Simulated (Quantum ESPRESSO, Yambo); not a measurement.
Planning a run of Yambo 5.3.0 on SnO2 (Cassiterite). The input:

```
HF_and_locXC
gw0
dyson
ppa
em1d
rim_cut
RandQpts= 1000000
RandGvec= 1 RL
EXXRLvcs= 84 Ry
VXCRLvcs= 336 Ry
Chimod= "HARTREE"
% BndsRnXp
 1 | 109 |
%
NGsBlkXp= 11 Ry
% LongDrXp
 1 | 1 | 1 |
%
% GbndRnge
 1 | 109 |
%
DysSolver= "n"
ExtendOut
PPAPntXp= 27.21138 eV
% QPkrange
 1 | 1 | 33 | 36 |
%
```

```sh
OMP_NUM_THREADS=2 mpirun -n 4 yambo -F gw14.in -J gw14 -C gw14 > gw14.log
```

The stored states that it reads are on a 2×2×4 mesh. The structure is tetragonal, space group P4_2/mnm (No. 136). The conventional cell has a = 4.738 Å, b = 4.738 Å, c = 3.187 Å, α = 90.00°, β = 90.00°, γ = 90.00°. Sn has 6 O at 2.05 to 2.06 Å nearest. O has 3 Sn at 2.05 to 2.06 Å nearest. Farther neighbours and most contacts between anions are not listed.

Q: Estimate wall time and host memory on 4 MPI ranks of Arm Neoverse V2, shared host.

It took 26 s; on shared hardware allow 13 s to 52 s. Peak host memory was 2.3 GiB.

The screening grows as filled bands × empty bands × pairs of k points, times the square of the screening basis for the matrix.

[Paths, hosts, dates, memory and timing lines, banners, echoed tables and standing remarks are left out of the program output.]

[Logs are printed without paths, hosts, clocks, repeated set-up lines and the standing remarks that a program may print on its own settings, such as how far it seeks lower states.]

[Runs of the session that timed out or met a known fault of the program may be left out.]

[Hosts, paths, dates, database ids (printed as entryN), source tags and the programs' standing remarks are cut or masked in the printed files.]
